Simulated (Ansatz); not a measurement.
# BaTlI3 (cubic perovskite) (Pm-3m): converging the G0W0 gap

Aim: see how the G0W0 gap of BaTlI3 (cubic perovskite) (Pm-3m) on PBEsol moves with empty bands and screening cutoff, and what each rung costs.

Method: G0W0 on PBEsol, plane waves, PAW, in Ansatz 0.2.0.

This is a report of a sequence of runs, with most program output left out.

The structure was built from a prototype and need not be the compound's stable phase.

**1. The structure**

Symmetry: Pm-3m, No. 221, cubic system. The conventional cell has a = 6.572 Å, b = 6.572 Å, c = 6.572 Å, α = 90.00°, β = 90.00°, γ = 90.00°. Tl has 12 I at 4.65 Å nearest. Ba has 6 I at 3.29 Å nearest. I has 2 Ba at 3.29 Å nearest. It derives from Ba1I3Tl1. Farther neighbours and most contacts between anions are not listed.

The structure was relaxed with PBEsol. The structure type comes from a generator and need not be one that this composition takes. The runs that relaxed it are not among those shown. Spin-orbit coupling is left out unless a step names it. The default PAW set here is soft_2. Its files were made with PBE.

**2. 139 empty bands, screening to 36 eV**

G0W0 replaces the xc potential by the self-energy, built once from these orbitals. Only a window of levels is corrected, while the sums run over the empty bands that the input names.

Contents of input.yaml:

```yaml
crystal:
  lattice:
    - [6.5717449587, 0.0, 0.0]
    - [0.0, 6.5717449587, 0.0]
    - [0.0, 0.0, 6.5717449587]
  atoms:
    - { symbol: Tl, position: [0.0, 0.0, 0.0] }
    - { symbol: Ba, position: [0.5, 0.5, 0.5] }
    - { symbol: I, position: [0.5, 0.5, 0.0] }
    - { symbol: I, position: [0.5, 0.0, 0.5] }
    - { symbol: I, position: [0.0, 0.5, 0.5] }
kpoints:
  mp_grid: { grid: [2, 2, 2] }
hamiltonian:
  xc: pbesol
scf:
  occupations: { method: fixed }
gw:
  n_empty_bands: 139
  ecut_chi: 36
  qp_bands: [v2, c2]
  qp_kpoints: band_edges
  screening: { model: contour_deformation }
```

Command:

```console
$ ansatz run input.yaml --threads 4 --pin off --max-ram 17510MiB --backend cpu --events-out ev --progress --plain --runs-dir out
```

Wall time 8 s (4 threads of Arm Neoverse V2, shared host); peak memory 0.95 GiB.

Numbers from this step:

| Quantity | Value |
| --- | --- |
| bands summed | 176 |
| RPA ε∞ on this mesh (eigenvalues) | 3.730, 3.730, 3.730 |
| plane waves in the screening matrix | 147 |
| q-points in the mesh | 8 |
| G0W0 gap on the mesh | 3.815 eV |
| k of the valence top | -0.5, -0.5, -0.5 |
| k of the conduction bottom | 0, 0, -0.5 |
| starting gap on the mesh | 2.414 eV |
| Z at the valence top | 0.7597 |
| Z at the conduction bottom | 0.7955 |
| least direct G0W0 gap on the computed points | 4.060 eV |

The gap on the mesh goes from 2.41 eV to 3.82 eV, a correction of +1.40 eV. Between the two edge states, bare exchange in place of the xc potential would open the gap by 6.58 eV, and correlation takes back 5.18 eV.

**3. 393 empty bands, screening to 72 eV**

Another rung: the empty bands reach about as high as the screening cutoff, so the two stay in balance.

Edit input.yaml of step 2 so:

```diff
@@ -18,4 +18,4 @@
 gw:
-  n_empty_bands: 139
-  ecut_chi: 36
+  n_empty_bands: 393
+  ecut_chi: 72
   qp_bands: [v2, c2]
```

Wall time 31 s (4 threads); peak memory 2.2 GiB.

Numbers from this step:

- bands summed: 430
- RPA ε∞ on this mesh (eigenvalues): 3.711, 3.711, 3.711
- plane waves in the screening matrix: 389
- q-points in the mesh: 8
- G0W0 gap on the mesh: 3.971 eV
- k of the valence top: -0.5, -0.5, -0.5
- k of the conduction bottom: 0, 0, -0.5
- starting gap on the mesh: 2.414 eV
- Z at the valence top: 0.7524
- Z at the conduction bottom: 0.7945
- least direct G0W0 gap on the computed points: 4.223 eV

Against the run with 2×2×2 mesh, 139 empty bands, screening to 36 eV, the gap moves by +0.16 eV.

**4. 847 empty bands, screening to 120 eV**

Edit input.yaml of step 3 so:

```diff
@@ -18,4 +18,4 @@
 gw:
-  n_empty_bands: 393
-  ecut_chi: 72
+  n_empty_bands: 847
+  ecut_chi: 120.0
   qp_bands: [v2, c2]
```

Elapsed: 2.3 min, on 4 threads; peak memory 5.6 GiB.

This step gave:

| Property | Result |
| --- | --- |
| bands summed | 884 |
| RPA ε∞ on this mesh (eigenvalues) | 3.708, 3.708, 3.708 |
| plane waves in the screening matrix | 847 |
| G0W0 gap on the mesh | 4.104 eV |
| k of the valence top | -0.5, -0.5, -0.5 |
| k of the conduction bottom | 0, 0, -0.5 |
| starting gap on the mesh | 2.414 eV |
| least direct G0W0 gap on the computed points | 4.362 eV |

Against the run with 2×2×2 mesh, 393 empty bands, screening to 72 eV, the gap moves by +0.13 eV.

**5. Changing the frequency model: 2×2×2 mesh, 847 empty bands, screening to 120 eV, plasmon pole**

A plasmon pole stands in for the full frequency dependence of the screening; this run shows what that costs in accuracy.

Edit input.yaml of step 4 so:

```diff
@@ -22,2 +22,2 @@
   qp_kpoints: band_edges
-  screening: { model: contour_deformation }
+  screening: { model: godby_needs }
```

Run time: 2.5 min. Hardware: 4 threads; peak memory 5.6 GiB.

Numbers from this step:

* bands summed: 884
* plasmon-pole fit frequency: 18.96 eV
* RPA ε∞ on this mesh (eigenvalues): 3.708, 3.708, 3.708
* plane waves in the screening matrix: 847
* G0W0 gap on the mesh: 4.139 eV
* k of the valence top: -0.5, -0.5, -0.5
* k of the conduction bottom: 0, 0, -0.5
* starting gap on the mesh: 2.414 eV
* least direct G0W0 gap on the computed points: 4.397 eV

Against the run with 2×2×2 mesh, 847 empty bands, screening to 120 eV, the gap moves by +0.03 eV.

**6. Changing the files and raising the bands: 2×2×2 mesh, 1255 empty bands, screening to 156 eV, hard PAW files**

Other atomic data (hard PAW) test the pseudisation: the cutoff goes from 420 to 520 eV and the valence electrons from 74 to 82, which opens shells that were frozen. Bands and screening cutoff change too, so the step is no clean test of the files.

input.yaml, the sections that differ from step 5:

```yaml
hamiltonian:
  xc: pbesol
  pseudopotentials: { kind: paw, source: ansatz }
gw:
  n_empty_bands: 1255
  ecut_chi: 156.0
  qp_bands: [v2, c2]
  qp_kpoints: band_edges
  screening: { model: contour_deformation }
# crystal, kpoints, scf: as in step 5
```

Wall time 7.7 min (4 threads); peak memory 11 GiB.

Numbers from this step:

- bands summed: 1296
- RPA ε∞ on this mesh (eigenvalues): 3.707, 3.707, 3.707
- plane waves in the screening matrix: 1237
- G0W0 gap on the mesh: 4.161 eV
- k of the valence top: -0.5, -0.5, -0.5
- k of the conduction bottom: 0, 0, -0.5
- starting gap on the mesh: 2.416 eV
- least direct G0W0 gap on the computed points: 4.422 eV

Against the run with 2×2×2 mesh, 847 empty bands, screening to 120 eV, the gap moves by +0.06 eV.

**7. The runs together**

Times are wall times on 4 threads of Arm Neoverse V2, shared host, good to a factor of about two.

```tsv
mesh	files	frequency	bands summed	cutoff (eV)	start (eV)	G0W0 (eV)	time	host memory (GiB)
2×2×2	default PAW	contour deformation	176	36	2.414	3.815	8 s	0.95
2×2×2	default PAW	contour deformation	430	72	2.414	3.971	31 s	2.2
2×2×2	default PAW	contour deformation	884	120	2.414	4.104	2.3 min	5.6
2×2×2	default PAW	plasmon pole	884	120	2.414	4.139	2.5 min	5.6
2×2×2	hard PAW	contour deformation	1296	156	2.416	4.161	7.7 min	11
```

How the two edges are built up, in eV (the quasiparticle level is the starting level plus Σx plus Σc less Vxc):

```tsv
run	edge	start	Σx	Σc	Vxc	Z	QP
176 bands	valence top	2.28	-17.20	2.38	-14.23	0.76	1.69
176 bands	conduction bottom	4.69	-4.46	-2.81	-8.08	0.80	5.51
430 bands	valence top	2.28	-17.20	2.04	-14.23	0.75	1.36
430 bands	conduction bottom	4.69	-4.46	-2.98	-8.08	0.79	5.33
884 bands	valence top	2.28	-17.20	1.81	-14.23	0.75	1.13
884 bands	conduction bottom	4.69	-4.46	-3.08	-8.08	0.79	5.23
```

**8. What came out**

| Property | Result |
| --- | --- |
| 176 bands, 36 eV | 3.815 eV |
| 430 bands, 72 eV | 3.971 eV |
| 884 bands, 120 eV | 4.104 eV |
| estimated limit in bands and cutoff | 4.23 eV |
| mesh and start | 2×2×2, PBEsol |

A line in one over the bands through the two highest rungs gives 4.23 eV, +0.13 eV from the top rung; the pair below gives 4.08 eV, so the estimate is still climbing. The rungs stand 0.42 eV (176 bands), 0.26 eV (430 bands) and 0.13 eV (884 bands) from it. From 176 to 884 bands the gap moves by +0.29 eV while the time grows 18-fold. Σc changes by −0.56 eV at the valence top and −0.27 eV at the conduction bottom, so the valence edge carries most of the change. The plasmon-pole model gives +0.03 eV against contour deformation, 2 % of the correction, and saved no time in this program. With hard PAW files and 1296 bands the gap is 4.16 eV; the line for the default PAW files gives 4.14 eV at that count, a difference of +0.02 eV that holds the line's own error too. The 2×2×2 mesh is coarse for this cell (its supercell is 13 Å along the shortest edge). The RPA ε∞ on it, from the PBEsol start, is 3.71; such meshes misread the long-range screening, most where the gap is narrow. Where an edge is built on 6p states of lead, bismuth or thallium, scalar-relativistic gaps usually stand too wide, by a few tenths to over one eV. This is the ideal cubic cell; many perovskites, halides above all, are cubic only on average, and local tilts or off-centring can widen the gap. The many-body steps are scalar-relativistic: spin-orbit coupling is not in them.

[Paths, hosts, dates, memory and timing lines, banners, echoed tables and standing remarks are left out of the program output.]

[Logs are printed without paths, hosts, clocks, repeated set-up lines and the standing remarks that a program may print on its own settings, such as how far it seeks lower states.]

[Runs of the session that timed out or met a known fault of the program may be left out.]

[Cells called generated may have been cut or substituted from an entry of the Crystallography Open Database or the Materials Project.]

[Hosts, paths, dates, database ids (printed as entryN), source tags and the programs' standing remarks are cut or masked in the printed files.]
